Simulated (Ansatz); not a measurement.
# Be4Sb2Se (built on the sites of a database entry of Ca4Sb2O): following an unstable mode

Which phase does Be4Sb2Se (built on the sites of a database entry of Ca4Sb2O) fall into along its unstable mode, and how much energy does it gain?

Main program and level: Ansatz 0.2.0; DFT LDA, scalar-relativistic, plane waves, norm-conserving pseudopotentials.

The structure was built from a prototype and need not be the compound's stable phase.

### Step 1. Set-up

It takes space group I4/mmm (No. 139, tetragonal). Conventional cell: a = 4.446 Å, b = 4.446 Å, c = 12.397 Å, α = 90.00°, β = 90.00°, γ = 90.00°. Nearest to Be lie 2 Se at 2.22 Å. Be has 1 Se at 2.14 Å and 1 Sb at 2.34 Å nearest. Sb has 1 Be at 2.34 Å nearest. Se has 6 Be at 2.14 to 2.22 Å nearest. Farther neighbours and most contacts between anions are not listed.

### Step 2. Zone-centre response

The cell comes from relaxations at this level that are not shown. The zone centre is the only wavevector solved here; it holds the modes that light can see, as far as symmetry allows. No field response is asked, since the mesh shows no gap.

The input, input.yaml:

```yaml
crystal:
  lattice:
    - [-2.2229795193, 2.2229795193, 6.1987300739]
    - [2.2229795193, -2.2229795193, 6.1987300739]
    - [2.2229795193, 2.2229795193, -6.1987300739]
  atoms:
    - { symbol: Be, position: [0.5, 0.0, 0.5] }
    - { symbol: Be, position: [0.0, 0.5, 0.5] }
    - { symbol: Be, position: [0.327226484, 0.327226484, 0.0] }
    - { symbol: Be, position: [0.672773516, 0.672773516, 0.0] }
    - { symbol: Sb, position: [0.1384922213, 0.1384922213, 0.0] }
    - { symbol: Sb, position: [0.8615077787, 0.8615077787, 0.0] }
    - { symbol: Se, position: [0.5, 0.5, 0.0] }
kpoints:
  mp_grid: { grid: [12, 12, 12] }
hamiltonian:
  xc: lda
  pseudopotentials: { kind: nc }
scf:
  occupations: { method: methfessel_paxton, width: 0.2 }
output:
  eigenvalues: true
phonons:
  method: dfpt
```

Started as:

```console
> ansatz run input.yaml --threads 8 --pin off --max-ram 14336MiB --backend cpu --events-out ev --progress --plain --runs-dir out
```

Log:

```text
zone centre: on kpoints.mp_grid the ground state, and the responses unless they are solved on pairs of k-points, stand on 280 of the mesh's 1728 k-points, reduced under 4 symmetry operations, with k and −k counted as one. Each operation leaves every solved displacement unchanged or reverses it
Engine: ansatz 0.2.0, x86_64-unknown-linux-gnu
Pseudopotentials: kind: nc
Pseudopotential: Be, nc, valence charge 4, recommended cutoff 1197.300995 eV (normal), Be.nc.azcp (PseudoDojo's, or run here from an input of PseudoDojo's: the run reads no file of this project's for it)
Pseudopotential: Sb, nc, valence charge 15, recommended cutoff 1142.878222 eV (normal), Sb.nc.azcp (PseudoDojo's, or run here from an input of PseudoDojo's: the run reads no file of this project's for it)
Pseudopotential: Se, nc, valence charge 16, recommended cutoff 1170.089609 eV (normal), Se.nc.azcp (PseudoDojo's, or run here from an input of PseudoDojo's: the run reads no file of this project's for it)
Functional definition: SPW92
  exchange = slater_x
  correlation = pw_c
Crystal: 7 atoms, lattice volume = 122.528 Å³
Basis set: ecut = 1197.300995 eV, 11563 PW (Γ), exchange–correlation on 160×160×160 points (8 copies of the dense FFT grid, shifted against one another)
Bands: 38, of which v1, the nominal top of the filled ones, is band 31 counted from 1 (30 counted from 0)
Symmetry: 16 space group operations
k-points: 280 of 1728 (irreducible under 4 space group operations, time reversal used)
Non-local potential: Be, projectors of the file, l = 0: 2, l = 1: 2
Non-local potential: Sb, projectors of the file, l = 0: 2, l = 1: 2, l = 2: 2
Non-local potential: Se, projectors of the file, l = 0: 2, l = 1: 2, l = 2: 2
Initial density: superposition of atomic densities (chi_scale 0.1, normalization cell, long waves kept (reshape's long-wave potential 0.12 eV rms))
Initial wavefunctions: pseudopotential atomic-orbital guess
Functional: x = slater, c = lda
SCF iter   1: F=—  HF=-9736.479814 eV  |F-HF|=—  |Δ(HF+E_count)|=         —  Δρ=4.19e-2  dr2=4.16e0  ethr=3.10e-3  ⟨swp⟩=9.1  Hψ=54570  notcnv=0
preconditioner: auto → Kerker (q_TF=auto, 2.435 Å⁻¹)  [metal: Δε(μ)=0.013 eV  Ē_g=7.815 eV  σ=0.200 eV  W_gap=0.06  n_scr=32 (ndim 8)  ℏωp=16.4 eV  f_vac=0.000  D(μ)=1.44/eV (n_scr^D=2)]
SCF iter   2: F=—  HF=-9735.618353 eV  |F-HF|=—  |Δ(HF+E_count)|=   8.61e-1  S|Δr|=    0.00e0  Δρ=2.36e-2  dr2=1.43e0  ethr=3.10e-3  ⟨swp⟩=3.0  Hψ=18665  notcnv=0  defer=236
SCF iter   3: F=—  HF=-9735.215718 eV  |F-HF|=—  |Δ(HF+E_count)|=   4.03e-1  S|Δr|=    0.00e0  Δρ=3.77e-3  dr2=2.74e-2  ethr=2.30e-3  ⟨swp⟩=3.0  Hψ=16522  notcnv=0  defer=238
SCF iter   4: F=—  HF=-9735.211130 eV  |F-HF|=—  |Δ(HF+E_count)|=   4.59e-3  S|Δr|=    0.00e0  Δρ=6.49e-4  dr2=1.22e-3  ethr=4.42e-5  ⟨swp⟩=2.1  Hψ=16388  notcnv=0  defer=382
SCF iter   5: F=—  HF=-9735.210913 eV  |F-HF|=—  |Δ(HF+E_count)|=   2.18e-4  S|Δr|=    0.00e0  Δρ=2.33e-4  dr2=1.08e-4  ethr=1.97e-6  ⟨swp⟩=2.6  Hψ=17487  notcnv=0  defer=382
SCF iter   6: F=—  HF=-9735.210886 eV  |F-HF|=—  |Δ(HF+E_count)|=   2.69e-5  S|Δr|=    0.00e0  Δρ=1.15e-4  dr2=1.66e-5  ethr=1.75e-7  ⟨swp⟩=2.0  Hψ=16436  notcnv=0  defer=382
SCF iter   7: F=—  HF=-9735.210894 eV  |F-HF|=—  |Δ(HF+E_count)|=   8.74e-6  S|Δr|=    0.00e0  Δρ=3.03e-5  dr2=2.01e-6  ethr=2.67e-8  ⟨swp⟩=2.2  Hψ=15422  notcnv=0  defer=382
SCF iter   8: F=—  HF=-9735.211294 eV  |F-HF|=—  |Δ(HF+E_count)|=   4.00e-4  S|Δr|=    0.00e0  Δρ=9.69e-6  dr2=9.29e-8  ethr=3.24e-9  ⟨swp⟩=2.1  Hψ=16671  notcnv=0  defer=382
SCF iter   9: F=—  HF=-9735.211294 eV  |F-HF|=—  |Δ(HF+E_count)|=   4.29e-9  S|Δr|=    0.00e0  Δρ=1.38e-6  dr2=2.81e-9  ethr=1.50e-10  ⟨swp⟩=2.0  Hψ=16930  notcnv=0  defer=382
SCF iter  10: F=—  HF=-9735.211294 eV  |F-HF|=—  |Δ(HF+E_count)|=  4.27e-10  S|Δr|=    0.00e0  Δρ=2.76e-7  dr2=1.06e-10  ethr=4.53e-12  ⟨swp⟩=2.4  Hψ=17127  notcnv=0  defer=382
SCF iter  11: F=-9735.211294 eV  HF=-9735.211294 eV  |F-HF|=0.00e0  |Δ(HF+E_count)|=  1.09e-11  S|Δr|=    0.00e0  Δρ=7.74e-8  dr2=5.89e-12  ethr=1.00e-12  ⟨swp⟩=17.5  Hψ=76271  notcnv=0
SCF 1 converged in 11 iterations: F = -9735.211294 eV  dr2 = 5.89e-12
DFPT response loops at Γ: preconditioner auto → Kerker (q_TF=auto, 2.435 Å⁻¹) (partly filled bands, converged f_vac=0.000); β = 1.00, the filter's whole step (`scf.mixing.beta` (0.50) is not read by the response loops under this deck's `scf.mixing.preconditioner`; to damp them name `kerker` or `kerker_dos`, under which they read `scf.mixing.beta`, and type it under 1.00, their step now; both keys bind the ground state too); Broyden in place of MSR1
the response loops of the zone centre start from zero, take more passes and end by a threshold: the memory limit or budget leaves too little room for the subspace of the ground state's own states beside the solves, or none could be made (phonons.method)
SCF converged after 11 iterations
Stability not checked: this state was not tested for a lower state beside it, because cold or Methfessel-Paxton smearing, or corrected tetrahedra, fill the levels in a way that the test cannot read (fill_not_monotonic; see scf.lower_state_search)
Free energy (F): -9735.211294 eV
Harris-Foulkes:  -9735.211294 eV  (|F-HF|=0.00e0)
Internal energy: -9735.214335 eV  (E = F + TS)
E sigma→0 (E₀):  -9735.212054 eV
Entropy (-TS):   0.003041 eV (0.434 meV/atom)
Fermi energy:    9.050920 eV
--- Per-component energies (eV) ---
  E_band       = -1431.034560
  E_kinetic    = 5952.776325
  E_local      = -7767.000848  (includes V_loc(G=0)·N_el)
  E_nonlocal   = -3322.414532
  E_hartree    = 2625.267507
  E_xc         = -2116.231424
  E_vxc        = -1544.930509  (∫ρ·V_xc dr)
  E_ewald      = -5107.611364
  E_smearing   = 0.003041  (= −TS)
  E_closure    = 0.000000  (closes the sum)
  Σ components = -9735.211294   (vs F -9735.211294, Δ=0.00e0)
--- Band table (eV; the first three rows and the last of 280) ---
  k-point 0: bands = [... 27 lower, 7.0689, 8.2756, 8.3241, 8.8641, 8.8641, 10.4505, 11.0922, 12.3745, ... 3 higher]
  k-point 1: bands = [... 27 lower, 7.3630, 8.1407, 8.2558, 8.2579, 9.2139, 10.8668, 11.1102, 12.5749, ... 3 higher]
  k-point 2: bands = [... 27 lower, 7.0397, 7.5443, 8.3029, 8.7434, 9.9625, 10.7671, 11.6063, 11.6882, ... 3 higher]
  k-point 279: bands = [... 27 lower, 7.7990, 7.7990, 8.2016, 8.7182, 8.8235, 8.8235, 10.9748, 11.1552, ... 3 higher]
--- Phonons (Γ-DFPT): 9 representative perturbations + reference, on 280 of 1728 k-points (Σ response iterations 69) ---
  k mesh reduced under 4 symmetry operations, with k and −k counted as one. Each operation leaves every solved displacement unchanged or reverses it
  ASR residual: 1.141e-4 → 0.000e0 eV/Å²; symmetrization residual: 3.789e-5 eV/Å²
  ASR residual per site (eV/Å²): 3.92e-5 3.92e-5 1.54e-5 1.54e-5 9.44e-5 9.44e-5 1.14e-4
  Γ frequencies (cm⁻¹): -353.07 -353.07 -314.13 -314.13 -241.83 -185.32 -185.32 -165.64 0.00 0.00 0.00 66.10 66.10 85.96 85.96 139.40 151.63 467.30 467.30 597.95 629.50
  non-analytic LO–TO correction: not included (Born effective charges unavailable; polar crystals: no LO–TO splitting at Γ)
```

The job ended after 11 min (8 threads of AMD EPYC 9B45 (Zen 5), shared host; peak memory 11 GiB).

The column dr2 measures how far the density is from self-consistency, as an energy; F and HF (Harris–Foulkes) agree once it is small.

This step gave:

| Property | Result |
| --- | --- |
| volume per atom | 17.50 Å³ |
| gap on the k-mesh | 0 eV |
| sum-rule residual before enforcement | 1.14e-4 eV/Å² |
| point group | 4/mmm |
| highest optical mode at the zone centre (no LO-TO term) | 629.5 cm⁻¹ |
| lowest optical zone-centre mode | -353.1 cm⁻¹ |

Patterns of degenerate modes are one choice out of their space. Modes at Γ, with each element's share of the kinetic energy (negative means imaginary):

```csv
mode,frequency (cm⁻¹),symmetry,Be %,Sb %,Se %
1,-353.1,Eu,95,1,4
2,-353.1,Eu,95,1,4
3,-314.1,Eg,100,0,0
4,-314.1,Eg,100,0,0
5,-241.8,B2u,100,0,0
6,-185.3,Eu,88,0,12
7,-185.3,Eu,88,0,12
8,-165.6,A2u,84,0,16
9,0.0,acoustic,10,68,22
10,0.0,acoustic,10,68,22
11,0.0,acoustic,10,68,22
12,66.1,Eg,0,100,0
13,66.1,Eg,0,100,0
14,86.0,Eu,16,31,53
15,86.0,Eu,16,31,53
16,139.4,A1g,2,98,0
17,151.6,A2u,12,30,57
18,467.3,Eu,91,0,9
19,467.3,Eu,91,0,9
20,598.0,A1g,98,2,0
21,629.5,A2u,93,2,5
```

Displacements in mode 2 (-353.1 cm⁻¹), the largest set to 1:
```
Be1  0.00 -0.16  0.00
Be2  0.00 -0.06  0.00
Be3  0.00  1.00  0.00
Be4  0.00  1.00  0.00
Sb5  0.00 -0.03  0.00
Sb6  0.00 -0.03  0.00
Se7  0.00 -0.10  0.00
```

Displacements in mode 13 (66.1 cm⁻¹), the largest set to 1:
```
Be1  0.00  0.00  0.00
Be2  0.00  0.00  0.00
Be3  0.00 -0.16  0.00
Be4  0.00  0.16  0.00
Sb5  0.00  1.00  0.00
Sb6  0.00 -1.00  0.00
Se7  0.00  0.00  0.00
```

Before it was imposed, the acoustic sum rule was missed by 1.1e-4 eV/Å². Small misses are needed for a sound result but don't prove that mesh and cutoff are converged. The lowest optical mode is imaginary, 353.1i cm⁻¹, so the energy falls along it.

### Step 3. The mode frozen in, largest atomic shift 0 Å

The mode followed lies at Γ with frequency 353.1i cm⁻¹ and is 2-fold degenerate, the softest among the wavevectors solved. At small amplitude the distorted cell has space group no. 44 by a symmetry search on the positions. The undistorted cell that holds it gives the zero of energy on the same k mesh.

input.yaml: that of step 2 with these lines changed.

```diff
@@ -21,4 +21,4 @@
 output:
+  forces: true
+  stress: true
   eigenvalues: true
-phonons:
-  method: dfpt
```

Log:

```text
[...]
k-point 0: bands = [... 27 lower, 7.0689, 8.2757, 8.3242, 8.8641, 8.8641, 10.4505, 11.0922, 12.3745, ... 3 higher]
  k-point 1: bands = [... 27 lower, 7.3630, 8.1407, 8.2558, 8.2579, 9.2140, 10.8668, 11.1103, 12.5750, ... 3 higher]
  k-point 2: bands = [... 27 lower, 7.0398, 7.5444, 8.3029, 8.7434, 9.9626, 10.7671, 11.6063, 11.6882, ... 3 higher]
  k-point 162: bands = [... 27 lower, 7.7990, 7.7990, 8.2016, 8.7183, 8.8235, 8.8235, 10.9748, 11.1553, ... 3 higher]
[key lines of the parts left out:]
SCF converged after 8 iterations
Free energy (F): -9735.211294 eV
Fermi energy:    9.050944 eV
P = ⅓ Tr σ = 0.0008 GPa (0.008 kbar)
```

Run time: 6.6 s. Hardware: 8 threads; peak memory 2.5 GiB; 50 s of CPU time.

Numbers from this step:

```
pressure                         : 8.37e-4 GPa
energy from the undistorted cell : 0 meV/atom
```

The run ends at a pressure of 0.00 GPa, with forces up to 8.5e-4 eV/Å.

### Step 4. The mode frozen in, largest atomic shift 0.6 Å

The atoms are moved along the unstable eigenvector, the largest shift by 0.6 Å, with the cell fixed.

input.yaml, the sections that differ from step 3:

```yaml
crystal:
  lattice:
    - [-2.2229795193, 2.2229795193, 6.1987300739]
    - [2.2229795193, -2.2229795193, 6.1987300739]
    - [2.2229795193, 2.2229795193, -6.1987300739]
  atoms:
    - { symbol: Be, position: [0.5, -0.0082754575, 0.4917245425] }
    - { symbol: Be, position: [0.0, 0.4786220769, 0.4786220769] }
    - { symbol: Be, position: [0.327226484, 0.4621804939, 0.1349540099] }
    - { symbol: Be, position: [0.672773516, 0.8077275259, 0.1349540099] }
    - { symbol: Sb, position: [0.1384922213, 0.1339587951, -0.0045334262] }
    - { symbol: Sb, position: [0.8615077787, 0.8569743525, -0.0045334262] }
    - { symbol: Se, position: [0.5, 0.4865616637, -0.0134383363] }
# kpoints, hamiltonian, scf, output: as in step 3
```

Log:

```text
[...]
Crystal: 7 atoms, lattice volume = 122.528 Å³
Basis set: ecut = 1197.300995 eV, 11563 PW (Γ), FFT grids on a1+a3, a2+a3, a3
Bands: 38, of which v1, the nominal top of the filled ones, is band 31 counted from 1 (30 counted from 0)
Symmetry: 4 space group operations
[...]
k-points: 280 of 1728 (time reversal used)
[...]
k-point 0: bands = [... 27 lower, 7.1327, 8.0155, 8.5717, 8.7591, 8.9440, 9.9798, 11.4630, 12.4226, ... 3 higher]
  k-point 1: bands = [... 27 lower, 7.3848, 7.8262, 8.0908, 8.8299, 8.9840, 10.4267, 11.5210, 12.3804, ... 3 higher]
  k-point 2: bands = [... 27 lower, 6.7668, 7.7701, 8.0780, 8.8947, 9.7060, 11.1010, 11.1796, 12.1493, ... 3 higher]
  k-point 279: bands = [... 27 lower, 7.5109, 7.5139, 8.0374, 8.4653, 8.6573, 9.0463, 10.5244, 11.2439, ... 3 higher]
[key lines of the parts left out:]
SCF converged after 8 iterations
Free energy (F): -9736.308497 eV
Fermi energy:    8.832185 eV
P = ⅓ Tr σ = -1.8525 GPa (-18.525 kbar)
```

Elapsed: 17 s, on 8 threads; peak memory 3.4 GiB.

This step gave:

| Quantity | Value |
| --- | --- |
| pressure | -1.852 GPa |
| energy from the undistorted cell | -156.7 meV/atom |

The energy, extrapolated to zero smearing, is -156.74 meV/atom against the undistorted cell.

The run ends at a pressure of -1.85 GPa, with forces up to 1.2 eV/Å.

### Step 5. Energy along the mode, all amplitudes (two of the runs are shown above)

An imaginary frequency means negative curvature, so the energy should fall and then rise again as anharmonic terms take over.

This step gave:

* depth at the lowest point sampled: 156.7 meV/atom
* largest atomic shift at that point: 0.6 Å

Table of energy from the parent by largest atomic shift:

```csv
largest atomic shift (Å),energy from the parent (meV/atom)
0.000,0
0.040,-1.01
0.080,-4.02
0.140,-12.1
0.220,-29.0
0.320,-57.7
0.450,-103
0.600,-157
```

Displacement at unit largest shift by atom:

```csv
atom,x (Å),y (Å),z (Å),size
Be1,-0.06,0.00,0.00,0.06
Be2,-0.16,0.00,0.00,0.16
Be3,1.00,0.00,0.00,1.00
Be4,1.00,0.00,0.00,1.00
Sb5,-0.03,0.00,0.00,0.03
Sb6,-0.03,0.00,0.00,0.03
Se7,-0.10,0.00,0.00,0.10
```

The lowest of the steps tried is the last one, at 0.6 Å, 157 meV/atom below the parent; the bottom of the well need not coincide with a step.

(Continued in part 2 of 3.)

[Logs are printed without paths, hosts, clocks, repeated set-up lines and the standing remarks that a program may print on its own settings, such as how far it seeks lower states.]

[Hosts, paths, dates, database ids (printed as entryN), source tags and the programs' standing remarks are cut or masked in the printed files.]
